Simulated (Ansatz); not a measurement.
**How Sr(100) screens a field**

Aim: image plane and induced charge of Sr(100).

Main program and level: Ansatz 0.2.0; plane-wave DFT, PBE, Ansatz PAW.

## (1) The structure

The cell holds 6 atoms: 6 Sr. Its edges and angles: a = 4.299 Å, b = 4.299 Å, c = 33.200 Å, α = 90.0°, β = 90.0°, γ = 90.0°. Vacuum lies along c.

## (2) Single point, field 0

A sawtooth potential applies the field, turning back in the middle of the vacuum. With the dipole correction the typed value is the field outside the slab. The induced dipole is small, so the SCF threshold is tight.

Contents of input.yaml:

```yaml
crystal:
  lattice:
    - [4.2992092296, 0.0, 0.0]
    - [0.0, 4.2992092296, 0.0]
    - [0.0, 0.0, 33.2]
  atoms:
    - { symbol: Sr, position: [0.5, 0.5, 0.2710843373] }
    - { symbol: Sr, position: [0.0, 0.0, 0.3626506024] }
    - { symbol: Sr, position: [0.5, 0.5, 0.4542168675] }
    - { symbol: Sr, position: [0.0, 0.0, 0.5457831325] }
    - { symbol: Sr, position: [0.5, 0.5, 0.6373493976] }
    - { symbol: Sr, position: [0.0, 0.0, 0.7289156627] }
kpoints:
  mp_grid: { grid: [12, 12, 1] }
hamiltonian:
  xc: pbe
scf:
  occupations: { method: fermi_dirac, width: 0.1 }
  convergence: { dr2_threshold: 1.0e-10 }
efield:
  axis: 3
  dipole_correction: true
  ramp_position: 0.97
  ramp_width: 0.06
  amplitude: 0
output:
  forces: true
  write_potential: true
  write_density: true
  volumetric_format: npy
```

Command:

```sh
$ ansatz run input.yaml --threads 2 --pin off --max-ram 3072MiB --backend cpu --events-out ev --progress --plain --runs-dir out
```

Numbers of over 12 decimals in the logs are rounded to 6 here.

What it wrote:

```text
Engine: ansatz 0.2.0, aarch64-unknown-linux-gnu
Pseudopotentials: kind: paw
Pseudopotential: Sr, paw, valence charge 10, recommended cutoff 420 eV (normal), Sr.paw.azcp
Functional definition: PBE
  parameter kappa = 0.804
  parameter beta = 0.066725
  exchange = pbe_x(kappa = kappa, mu = beta*pi^2/3)
  correlation = pbe_c(beta = beta)
Crystal: 6 atoms, lattice volume = 613.642 Å³
Basis set: ecut = 420 eV, 11911 PW (Γ), exchange–correlation on 60×60×450 points (8 copies of the dense FFT grid, shifted against one another)
Bands: 36, of which v1, the nominal top of the filled ones, is band 30 counted from 1 (29 counted from 0)
Symmetry: 8 space group operations
k-points: 28 of 144
Non-local potential: Sr, projectors of the file, l = 0: 3, l = 1: 2, l = 2: 2
PAW form: soft (Blöchl's): semilocal exchange-correlation on the pseudo side does not see the compensation charge
PAW one-centre angular grid: Sr, 110 points (default); XC on 64 Gauss nodes
Initial density: superposition of atomic densities (neutral atoms: chi_scale 0, normalization atom), corrected by the library's trained network
Initial wavefunctions: pseudopotential atomic-orbital guess
Functional: x = pbe(κ = 0.804, μ = 0.219515), c = pbe(β = 0.066725)
SCF iter   1: F=—  HF=-21264.760695 eV  |F-HF|=—  |Δ(HF+E_count)|=         —  Δρ=2.98e-3  dr2=4.37e0  ethr=1.77e-3  p=0.000 e·Å  D=6.48e-14 V/Å  ΔV_dip=-0.00 eV  dr2_dipole=1.87e-9  V_vac-E_F(+/−)=2.27/2.27 eV  ⟨swp⟩=14.8  Hψ=14844  notcnv=0
efield: sawtooth ramp at fractional position 0.9700 (set: `efield.ramp_position`, or a place that a band, a saddle search or an elastic batch's reference lends), width 0.0600; the density the first Hamiltonian is built on has a dipole p = 0.000 e·Å; the dipole correction subtracts the counter field D = 6.48e-14 V/Å, which shifts the + side's vacuum level by -0.00 eV against the − side's; the planar-averaged density in the ramp window peaks in size at 8.8e-7 e/Å³
automatic band count: the SCF goes on with 42 bands, as 36 were too few: the levels above may hold too much charge
preconditioner: auto → LDOS  [metal: Δε(μ)=0.007 eV  Ē_g=2.173 eV  σ=0.100 eV  W_gap=0.02  n_scr=70 (ndim 8)  ℏωp=5.2 eV  f_vac=0.395  D(μ)=8.30/eV (n_scr^D=36)  β→1.0]
SCF iter   2: F=—  HF=-21264.650725 eV  |F-HF|=—  |Δ(HF+E_count)|=   1.10e-1  Δρ=8.66e-4  dr2=1.24e-2  ethr=1.77e-3  p=-0.000 e·Å  D=-8.41e-5 V/Å  ΔV_dip=0.00 eV  dr2_dipole=1.49e-4  V_vac-E_F(+/−)=2.54/2.54 eV  ⟨swp⟩=2.6  Hψ=1492  notcnv=0
SCF iter   3: F=—  HF=-21264.652463 eV  |F-HF|=—  |Δ(HF+E_count)|=   1.74e-3  Δρ=5.38e-4  dr2=9.79e-3  ethr=2.06e-5  p=-0.000 e·Å  D=-2.51e-5 V/Å  ΔV_dip=0.00 eV  dr2_dipole=6.52e-5  V_vac-E_F(+/−)=2.55/2.55 eV  ⟨swp⟩=2.4  Hψ=2158  notcnv=0
SCF iter   4: F=—  HF=-21264.652022 eV  |F-HF|=—  |Δ(HF+E_count)|=   4.42e-4  Δρ=1.52e-4  dr2=3.05e-4  ethr=1.63e-5  p=-0.000 e·Å  D=-8.27e-6 V/Å  ΔV_dip=0.00 eV  dr2_dipole=1.20e-5  V_vac-E_F(+/−)=2.55/2.55 eV  ⟨swp⟩=2.4  Hψ=1850  notcnv=0
SCF iter   5: F=—  HF=-21264.652038 eV  |F-HF|=—  |Δ(HF+E_count)|=   1.67e-5  Δρ=3.16e-5  dr2=1.12e-5  ethr=5.08e-7  p=0.000 e·Å  D=3.34e-5 V/Å  ΔV_dip=-0.00 eV  dr2_dipole=1.37e-7  V_vac-E_F(+/−)=2.55/2.55 eV  ⟨swp⟩=2.0  Hψ=1898  notcnv=0
SCF iter   6: F=—  HF=-21264.651994 eV  |F-HF|=—  |Δ(HF+E_count)|=   4.45e-5  Δρ=8.27e-6  dr2=2.11e-6  ethr=1.86e-8  p=0.000 e·Å  D=3.10e-6 V/Å  ΔV_dip=-0.00 eV  dr2_dipole=1.45e-7  V_vac-E_F(+/−)=2.55/2.55 eV  ⟨swp⟩=2.5  Hψ=2064  notcnv=0
SCF iter   7: F=—  HF=-21264.651752 eV  |F-HF|=—  |Δ(HF+E_count)|=   2.42e-4  Δρ=3.84e-6  dr2=1.89e-7  ethr=3.51e-9  p=0.000 e·Å  D=4.44e-6 V/Å  ΔV_dip=-0.00 eV  dr2_dipole=1.95e-8  V_vac-E_F(+/−)=2.55/2.55 eV  ⟨swp⟩=2.0  Hψ=1774  notcnv=0
SCF iter   8: F=—  HF=-21264.651752 eV  |F-HF|=—  |Δ(HF+E_count)|=   3.13e-8  Δρ=1.09e-6  dr2=3.16e-8  ethr=3.15e-10  p=0.000 e·Å  D=8.90e-7 V/Å  ΔV_dip=-0.00 eV  dr2_dipole=5.83e-9  V_vac-E_F(+/−)=2.55/2.55 eV  ⟨swp⟩=2.1  Hψ=1889  notcnv=0
SCF iter   9: F=—  HF=-21264.651752 eV  |F-HF|=—  |Δ(HF+E_count)|=   1.12e-8  Δρ=2.96e-7  dr2=2.16e-9  ethr=5.26e-11  p=0.000 e·Å  D=5.80e-7 V/Å  ΔV_dip=-0.00 eV  dr2_dipole=3.91e-10  V_vac-E_F(+/−)=2.55/2.55 eV  ⟨swp⟩=2.2  Hψ=1564  notcnv=0
SCF iter  10: F=—  HF=-21264.651752 eV  |F-HF|=—  |Δ(HF+E_count)|=  6.15e-10  Δρ=9.03e-8  dr2=1.08e-10  ethr=3.60e-12  p=0.000 e·Å  D=1.25e-7 V/Å  ΔV_dip=-0.00 eV  dr2_dipole=2.29e-11  V_vac-E_F(+/−)=2.55/2.55 eV  ⟨swp⟩=2.4  Hψ=1978  notcnv=0
SCF iter  11: F=-21264.651752 eV  HF=-21264.651752 eV  |F-HF|=9.46e-11  |Δ(HF+E_count)|=  2.18e-11  Δρ=2.92e-8  dr2=1.84e-11  ethr=1.00e-12  p=0.000 e·Å  D=5.52e-8 V/Å  ΔV_dip=-0.00 eV  dr2_dipole=3.41e-12  V_vac-E_F(+/−)=2.55/2.55 eV  ⟨swp⟩=13.0  Hψ=7672  notcnv=0
SCF 1 converged in 11 iterations: F = -21264.651752 eV  dr2 = 1.84e-11
  greatest PAW one-centre occupation: 0.988 electrons in one spin orbital (limit 2), on the Sr atom at site 0 (counted from 0), in its partial waves of l = 0
WARN: The output density's exchange-correlation potential varies sharply where the density is thin. Do not read a vacuum level from v_tot or v_xc, or from such a field of the output density. On a cell that repeats whose density bears no net charge and no dipole along the vacuum's axis use v_es (v_loc + v_h of the components); under efield.dipole_correction with no amplitude use v_es + v_field, which holds any externa [...]
SCF converged after 11 iterations
Free energy (F): -21264.651752 eV
Harris-Foulkes:  -21264.651752 eV  (|F-HF|=9.46e-11)
Internal energy: -21264.392697 eV  (E = F + TS)
E sigma→0 (E₀):  -21264.522224 eV
Entropy (-TS):   -0.259054 eV (-43.176 meV/atom)
Fermi energy:    1.624011 eV
Dipole field:    D = 0.000001 V/Å  (p = 0.000005 e·Å, saw-weighted, corrected)
Work function:   Φ+ = 2.5514 eV   Φ− = 2.5514 eV
Levels:          The Fermi level and band energies are counted from a zero that moves with the ramp; work functions are not
--- Per-component energies (eV) ---
  E_band       = -1032.062325
  E_kinetic    = 1445.283704
  E_local      = -24950.028010  (includes V_loc(G=0)·N_el)
  E_nonlocal   = 1217.298787
  E_hartree    = 11226.260657
  E_xc         = -1025.395846
  E_vxc        = -952.838807  (∫ρ·V_xc dr)
  E_paw        = -16168.294028  (= ΣΔE_a)
  E_vpaw       = -244.299335  (= ΣTr[D̂ρ^β])
  E_aug_tail   = -0.000007  (compensation charges beyond the density's cutoff)
  E_efield     = 0.000000  (sawtooth field / dipole correction)
  E_vefield    = 0.000000  (∫n·V_field dr)
  E_ewald      = 6990.482046
  E_smearing   = -0.259054  (= −TS)
  E_closure    = -0.000000  (closes the sum)
  Σ components = -21264.651752   (vs F -21264.651752, Δ=0.00e0)
--- Forces (eV/Å), atoms counted from 1 ---
  atom   1  Sr    -0.00000000     0.00000000     0.08112241
  atom   2  Sr     0.00000000     0.00000000    -0.05443318
  atom   3  Sr    -0.00000000     0.00000000    -0.00032762
  atom   4  Sr     0.00000000     0.00000000     0.00032764
  atom   5  Sr    -0.00000000     0.00000000     0.05443274
  atom   6  Sr     0.00000000     0.00000000    -0.08112197
  max |Σ_I F_I| component: 2.79e-8 eV/Å
--- Band table (eV; the first three rows and the last of 28) ---
  k-point 0: bands = [... 26 lower, -1.0864, -0.4485, 0.2435, 0.8047, 2.0601, 2.0861, 2.0934, 2.1930, ... 8 higher]
  k-point 1: bands = [... 26 lower, -1.0200, -0.3852, 0.3052, 0.8682, 2.0658, 2.1100, 2.1229, 2.1984, ... 8 higher]
  k-point 2: bands = [... 26 lower, -0.8269, -0.2038, 0.4802, 1.0488, 2.0301, 2.1436, 2.1937, 2.2162, ... 8 higher]
  k-point 27: bands = [... 26 lower, 1.3736, 1.3736, 1.6502, 1.6502, 2.0281, 2.0281, 2.0784, 2.0784, ... 8 higher]
```

It took 69 s on 2 threads of Arm Neoverse V1, shared host; peak memory 0.94 GiB.

Numbers from this step:

| Item | Value |
| --- | --- |
| energy at zero smearing | -21264.5222 eV |
| work function, upper face | 2.551 eV |
| dipole along the normal | 5.00e-6 e·Å |

Running mean over 3.04 Å of the planar mean; the ramp of the sawtooth is left out. Table of electron's electrostatic potential energy less the Fermi level by z:

| z (Å) | electron's electrostatic potential energy less the Fermi level (eV) |
| --- | --- |
| 4 | 2.54 |
| 5 | 2.50 |
| 6 | 2.24 |
| 7 | 0.892 |
| 8 | -3.18 |
| 9 | -4.13 |
| 10 | -4.02 |
| 11 | -3.90 |
| 12 | -3.88 |
| 13 | -3.91 |
| 14 | -3.93 |
| 15 | -3.93 |
| 16 | -3.93 |
| 17 | -3.93 |
| 18 | -3.93 |
| 19 | -3.93 |
| 20 | -3.91 |
| 21 | -3.88 |
| 22 | -3.89 |
| 23 | -3.99 |
| 24 | -4.13 |
| 25 | -3.60 |
| 26 | 0.178 |
| 27 | 2.12 |
| 28 | 2.47 |
| 29 | 2.54 |

Force by atom:

| atom | x (eV/Å) | y (eV/Å) | z (eV/Å) | size |
| --- | --- | --- | --- | --- |
| Sr1 | 0.0000 | 0.0000 | 0.0811 | 0.0811 |
| Sr2 | 0.0000 | 0.0000 | -0.0544 | 0.0544 |
| Sr3 | 0.0000 | 0.0000 | -0.0003 | 0.0003 |
| Sr4 | 0.0000 | 0.0000 | 0.0003 | 0.0003 |
| Sr5 | 0.0000 | 0.0000 | 0.0544 | 0.0544 |
| Sr6 | 0.0000 | 0.0000 | -0.0811 | 0.0811 |

The work function of the upper face is 2.55 eV.

## (3) Single point, field 0.03 V/Å

Edit input.yaml of step 2 so:

```diff
@@ -24,3 +24,3 @@
   ramp_width: 0.06
-  amplitude: 0
+  amplitude: 0.03
 output:
```

What it wrote:

```text
[...]
Crystal: 6 atoms, lattice volume = 613.642 Å³
Basis set: ecut = 420 eV, 11911 PW (Γ), exchange–correlation on 60×60×450 points (8 copies of the dense FFT grid, shifted against one another)
Bands: 36, of which v1, the nominal top of the filled ones, is band 30 counted from 1 (29 counted from 0)
Symmetry: 8 space group operations
k-points: 28 of 144
[...]
k-point 0: bands = [... 26 lower, -1.0866, -0.4487, 0.2433, 0.8045, 2.0599, 2.0737, 2.1054, 2.1928, ... 8 higher]
  k-point 1: bands = [... 26 lower, -1.0202, -0.3854, 0.3051, 0.8680, 2.0653, 2.1009, 2.1318, 2.1982, ... 8 higher]
  k-point 2: bands = [... 26 lower, -0.8270, -0.2039, 0.4801, 1.0486, 2.0298, 2.1426, 2.1906, 2.2197, ... 8 higher]
  k-point 27: bands = [... 26 lower, 1.3732, 1.3736, 1.6500, 1.6501, 2.0279, 2.0279, 2.0782, 2.0782, ... 8 higher]
[key lines of the parts left out:]
SCF converged after 14 iterations
Free energy (F): -21264.652695 eV
Fermi energy:    1.623822 eV
Dipole field:    D = 0.018535 V/Å  (p = 0.062855 e·Å, saw-weighted, corrected)
```

It took 77 s on 2 threads; peak memory 0.93 GiB; 2.5 min of CPU time.

The dipole is 0.0629 e·Å.

## (4) Single point, field -0.03 V/Å

Edit input.yaml of step 3 so:

```diff
@@ -24,3 +24,3 @@
   ramp_width: 0.06
-  amplitude: 0.03
+  amplitude: -0.03
 output:
```

What it wrote:

```text
[...]
Crystal: 6 atoms, lattice volume = 613.642 Å³
Basis set: ecut = 420 eV, 11911 PW (Γ), exchange–correlation on 60×60×450 points (8 copies of the dense FFT grid, shifted against one another)
Bands: 36, of which v1, the nominal top of the filled ones, is band 30 counted from 1 (29 counted from 0)
Symmetry: 8 space group operations
k-points: 28 of 144
[...]
k-point 0: bands = [... 26 lower, -1.0866, -0.4487, 0.2433, 0.8045, 2.0599, 2.0737, 2.1054, 2.1928, ... 8 higher]
  k-point 1: bands = [... 26 lower, -1.0202, -0.3854, 0.3051, 0.8680, 2.0653, 2.1009, 2.1318, 2.1982, ... 8 higher]
  k-point 2: bands = [... 26 lower, -0.8270, -0.2040, 0.4801, 1.0486, 2.0298, 2.1426, 2.1906, 2.2197, ... 8 higher]
  k-point 27: bands = [... 26 lower, 1.3732, 1.3736, 1.6500, 1.6501, 2.0279, 2.0279, 2.0782, 2.0782, ... 8 higher]
[key lines of the parts left out:]
SCF converged after 14 iterations
Free energy (F): -21264.652695 eV
Fermi energy:    1.623821 eV
Dipole field:    D = -0.018540 V/Å  (p = -0.062874 e·Å, saw-weighted, corrected)
```

Elapsed: 93 s, on 2 threads; peak memory 0.93 GiB.

The dipole is -0.0629 e·Å.

## (5) Atoms held, field 0.1 V/Å

Edit input.yaml of step 4 so:

```diff
@@ -24,3 +24,3 @@
   ramp_width: 0.06
-  amplitude: -0.03
+  amplitude: 0.1
 output:
```

What it wrote:

```text
[...]
Crystal: 6 atoms, lattice volume = 613.642 Å³
Basis set: ecut = 420 eV, 11911 PW (Γ), exchange–correlation on 60×60×450 points (8 copies of the dense FFT grid, shifted against one another)
Bands: 36, of which v1, the nominal top of the filled ones, is band 30 counted from 1 (29 counted from 0)
Symmetry: 8 space group operations
k-points: 28 of 144
[...]
k-point 0: bands = [... 26 lower, -1.0884, -0.4504, 0.2415, 0.8026, 2.0354, 2.0580, 2.1387, 2.1909, ... 8 higher]
  k-point 1: bands = [... 26 lower, -1.0220, -0.3872, 0.3032, 0.8661, 2.0551, 2.0739, 2.1619, 2.1966, ... 8 higher]
  k-point 2: bands = [... 26 lower, -0.8288, -0.2057, 0.4782, 1.0467, 2.0265, 2.1327, 2.1762, 2.2386, ... 8 higher]
  k-point 27: bands = [... 26 lower, 1.3710, 1.3721, 1.6481, 1.6483, 2.0260, 2.0260, 2.0764, 2.0764, ... 8 higher]
[key lines of the parts left out:]
SCF converged after 15 iterations
Free energy (F): -21264.662231 eV
Fermi energy:    1.621910 eV
Dipole field:    D = 0.061812 V/Å  (p = 0.209616 e·Å, saw-weighted, corrected)
```

The job ended after 94 s (2 threads; peak memory 0.92 GiB; 2.5 min of CPU time).

The dipole is 0.210 e·Å.

## (6) Atoms held, field -0.1 V/Å

Edit input.yaml of step 5 so:

```diff
@@ -24,3 +24,3 @@
   ramp_width: 0.06
-  amplitude: 0.1
+  amplitude: -0.1
 output:
```

What it wrote:

```text
[...]
Crystal: 6 atoms, lattice volume = 613.642 Å³
Basis set: ecut = 420 eV, 11911 PW (Γ), exchange–correlation on 60×60×450 points (8 copies of the dense FFT grid, shifted against one another)
Bands: 36, of which v1, the nominal top of the filled ones, is band 30 counted from 1 (29 counted from 0)
Symmetry: 8 space group operations
k-points: 28 of 144
[...]
k-point 0: bands = [... 26 lower, -1.0884, -0.4504, 0.2415, 0.8026, 2.0354, 2.0580, 2.1387, 2.1909, ... 8 higher]
  k-point 1: bands = [... 26 lower, -1.0220, -0.3872, 0.3032, 0.8661, 2.0551, 2.0739, 2.1619, 2.1966, ... 8 higher]
  k-point 2: bands = [... 26 lower, -0.8288, -0.2057, 0.4782, 1.0467, 2.0265, 2.1327, 2.1762, 2.2386, ... 8 higher]
  k-point 27: bands = [... 26 lower, 1.3710, 1.3721, 1.6481, 1.6483, 2.0260, 2.0260, 2.0764, 2.0764, ... 8 higher]
[key lines of the parts left out:]
SCF converged after 15 iterations
Free energy (F): -21264.662231 eV
Fermi energy:    1.621909 eV
Dipole field:    D = -0.061814 V/Å  (p = -0.209625 e·Å, saw-weighted, corrected)
```

Run time: 79 s. Hardware: 2 threads; peak memory 0.93 GiB; 2.6 min of CPU time.

The dipole is -0.210 e·Å.

## (7) Atoms held, field 0.15 V/Å

Edit input.yaml of step 6 so:

```diff
@@ -24,3 +24,3 @@
   ramp_width: 0.06
-  amplitude: -0.1
+  amplitude: 0.15
 output:
@@ -30 +30,2 @@
   volumetric_format: npy
+  elf: true
```

What it wrote:

```text
[...]
Crystal: 6 atoms, lattice volume = 613.642 Å³
Basis set: ecut = 420 eV, 11911 PW (Γ), exchange–correlation on 60×60×450 points (8 copies of the dense FFT grid, shifted against one another)
Bands: 36, of which v1, the nominal top of the filled ones, is band 30 counted from 1 (29 counted from 0)
Symmetry: 8 space group operations
k-points: 28 of 144
[...]
k-point 0: bands = [... 26 lower, -1.0909, -0.4529, 0.2390, 0.8000, 2.0061, 2.0554, 2.1610, 2.1883, ... 8 higher]
  k-point 1: bands = [... 26 lower, -1.0245, -0.3897, 0.3007, 0.8635, 2.0320, 2.0666, 2.1816, 2.1951, ... 8 higher]
  k-point 2: bands = [... 26 lower, -0.8314, -0.2082, 0.4757, 1.0441, 2.0216, 2.1192, 2.1678, 2.2533, ... 8 higher]
  k-point 27: bands = [... 26 lower, 1.3681, 1.3698, 1.6454, 1.6458, 2.0233, 2.0233, 2.0738, 2.0738, ... 8 higher]
[key lines of the parts left out:]
SCF converged after 15 iterations
Free energy (F): -21264.675336 eV
Fermi energy:    1.619240 eV
Dipole field:    D = 0.092761 V/Å  (p = 0.314572 e·Å, saw-weighted, corrected)
```

It took 86 s on 2 threads; peak memory 0.93 GiB; 2.7 min of CPU time.

Running mean over 3.04 Å of the planar mean, with the applied field; the ramp of the sawtooth is left out. The electron's electrostatic potential energy less the Fermi level by z:

z (Å), electron's electrostatic potential energy less the Fermi level (eV) and a bar from the least value:
```
        4       2.20 ###########################
        5       2.29 ############################
        6       2.15 ###########################
        7       0.88 #####################
        8      -3.17 ####
        9      -4.13 
       10      -4.02 
       11      -3.90 #
       12      -3.88 #
       13      -3.91 #
       14      -3.93 #
       15      -3.93 #
       16      -3.93 #
       17      -3.93 #
       18      -3.93 #
       19      -3.93 #
       20      -3.91 #
       21      -3.88 #
       22      -3.89 #
       23      -3.99 #
       24      -4.13 
       25      -3.61 ##
       26       0.19 ###################
       27       2.20 ###########################
       28       2.67 #############################
       29       2.87 ##############################
```

The dipole is 0.315 e·Å.

(Continued in part 2 of 2.)

[Logs are printed without paths, hosts, clocks, repeated set-up lines and the standing remarks that a program may print on its own settings, such as how far it seeks lower states.]

[Hosts, paths, dates, database ids (printed as entryN), source tags and the programs' standing remarks are cut or masked in the printed files.]

[Maps of the electrostatic potential energy from Ansatz leave out the sawtooth potential of an applied field or a dipole correction, so their vacuum need not be flat; planar profiles and work functions include it.]
